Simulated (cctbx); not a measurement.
**Accept or mend?**

Cell a = 12.0510 Å, b = 4.3390 Å, c = 11.6260 Å, α = 90.00°, β = 90.00°, γ = 90.00°; space group Pnma (no. 62).

The data are simulated with cctbx, not measured: Mo Kα, λ = 0.71073 Å, to d = 0.7 Å, 70 % of the full sphere, strongest reflection 5000 counts, noise from counting, a 6 % proportional error and a noise floor of 15 counts (s.d.); no absorption, and some extinction, which the refinements don't model.

An isotropic refinement with weights 1/σ² prints:

```text
Rint 0.139, 1037 unique reflections to 0.70 A
cycle     R1     wR2    GooF  max shift (A)
   1  0.7862  0.9639  10.309   0.40838
  10  0.4096  0.7069   7.561   0.02090
final R1 0.4104 wR2 0.7075 GooF 7.567  parameters 18  data/parameter 57.6
atom        x        y        z      Ueq    occ   su(xyz)  su(Uiso or U11)
Nd1    0.85136  0.25000  0.05660   0.0001  1.000  0.00091  0.0017
Nd2    0.73952  0.25000  0.81012   0.0159  1.000  0.00120  0.0028
Nd3    0.58479  0.25000  0.12560   0.0416  1.000  0.00184  0.0049
Ge1    0.79436  0.25000  0.50159   0.0361  1.000  0.00371  0.0082
Ge2    1.01072  0.25000  0.80878   0.0001  1.000  0.00176  0.0033
Fe1    0.66726  0.25000  0.37327   0.0001  1.000  0.00238  0.0044
difference map: max 88.68 min -60.14 rms 9.30
Q1    0.0267  0.2500  0.3805    4   94.22  0.70 A from Nd3
Q2    0.1668  0.2500  0.1262    4   91.45  0.01 A from Fe1
Q3    0.1853  0.2500  0.7561    4   91.37  1.01 A from Nd2
Q4    0.2222  0.2500  0.3711    4   80.05  1.66 A from Nd3
Q5    0.0817  0.7500  0.5086    4   59.41  1.50 A from Ge1
Q6    0.0738  0.7500  0.2492    4   51.30  1.22 A from Ge2
```

**Question.** Can this result stand? If not, what is the likely fault?

Mend it. The fault: start far from the minimum. Against the right model at the same level, R1 goes from 0.0460 to 0.4104 and GooF from 1.05 to 7.57, U of Nd1 shrinks from 0.0054 to the program's floor, U of Nd3 swells from 0.0056 to 0.0416 Å², U of Ge1 swells from 0.0110 to 0.0361 Å², U of Nd2 swells from 0.0074 to 0.0159 Å², the top difference peak, 94.2 e/Å³, lies 0.70 Å from Nd3 and a hole of -60.1 e/Å³ opens. Least squares finds the nearest minimum, not the best. The fit had not settled when the cycles ran out.

The compound is Nd3FeGe2. The right model at the same level gives:

```text
Rint 0.139, 1037 unique reflections to 0.70 A
cycle     R1     wR2    GooF  max shift (A)
   1  0.2389  0.4355   4.657   0.11014
   2  0.0460  0.0981   1.049   0.00006
final R1 0.0460 wR2 0.0981 GooF 1.049  parameters 18  data/parameter 57.6
atom        x        y        z      Ueq    occ   su(xyz)  su(Uiso or U11)
Nd1    0.87987  0.25000  0.05764   0.0054  1.000  0.00010  0.0002
Nd2    0.71848  0.25000  0.80522   0.0074  1.000  0.00011  0.0002
Nd3    0.55724  0.25000  0.12797   0.0056  1.000  0.00010  0.0002
Ge1    0.80544  0.25000  0.49423   0.0110  1.000  0.00023  0.0005
Ge2    0.97913  0.25000  0.81437   0.0062  1.000  0.00020  0.0004
Fe1    0.62814  0.25000  0.37328   0.0084  1.000  0.00028  0.0006
difference map: max 6.98 min -7.40 rms 1.58
Q1    0.2029  0.7500  0.4577    4    7.44  0.57 A from Ge1
Q2    0.2006  0.2500  0.6446    4    7.35  0.62 A from Nd2
Q3    0.0325  0.7500  0.6418    4    6.69  1.09 A from Nd3
Q4    0.9992  0.2500  0.2842    4    6.62  1.24 A from Nd3
Q5    0.2018  0.2500  0.7508    4    6.49  0.68 A from Nd2
Q6    0.0618  0.2500  0.9105    4    6.49  1.50 A from Ge2
```

The model was made for the exercise: a known structure type with other elements put in, its volume estimated, not relaxed; displacement parameters are assumed.

[Middle refinement cycles are left out of these outputs.]

[Logs are printed without paths, hosts, clocks, repeated set-up lines and the standing remarks that a program may print on its own settings, such as how far it seeks lower states.]
